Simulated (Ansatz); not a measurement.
# The potential step between two gates: 1T-PtS2 bilayer, AA

Two oppositely charged gates put a neutral stack in a displacement field D. The voltage between them is D/ε₀ times an electrical distance, shorter than the real one because the stack screens.

Set-up. Ansatz 0.2.0, plane waves with PAW datasets (its set soft_2), PBE-D3(BJ); isolated slab, charged sheets 5 Å from the outer atoms behind model barriers, atoms held. Voltages count from the uncharged case.

| run | D/ε₀ (V/nm) | step in an electron's potential, upper less lower gate (eV) |
| --- | --- | --- |
| run 1 | −1.810 | −1.516 |
| run 2 | 0.000 | 0.000 |
| run 3 | 0.905 | 0.758 |
| run 4 | 1.810 | 1.516 |
| run 5 | 2.714 | 2.274 |
| run 6 | 3.619 | ? |

Q: Estimate the withheld value from the rows shown.

A least-squares line through the 5 rows shown has slope 0.8377 and intercept 0.0001; no row lies more than 0.001 eV off it. The size of the slope, 0.838 nm, is the electrical distance; the sheets are 1.723 nm apart, and screening reaches beyond the outer atoms. At 3.619 it gives 0.8377 × 3.619 + 0.0001 = 3.032 eV, beyond the rows fitted. Rounding and scatter of the rows alone allow about ±0.001 eV there.

The run itself gives 3.031 eV: a miss of −0.001 eV, or 0.0 % of the value. Screening stays linear to within 1 % over this range.

**Limits.** The gates are model sheets, not atoms. Spin-orbit coupling is left out, which changes the bands of elements this heavy.
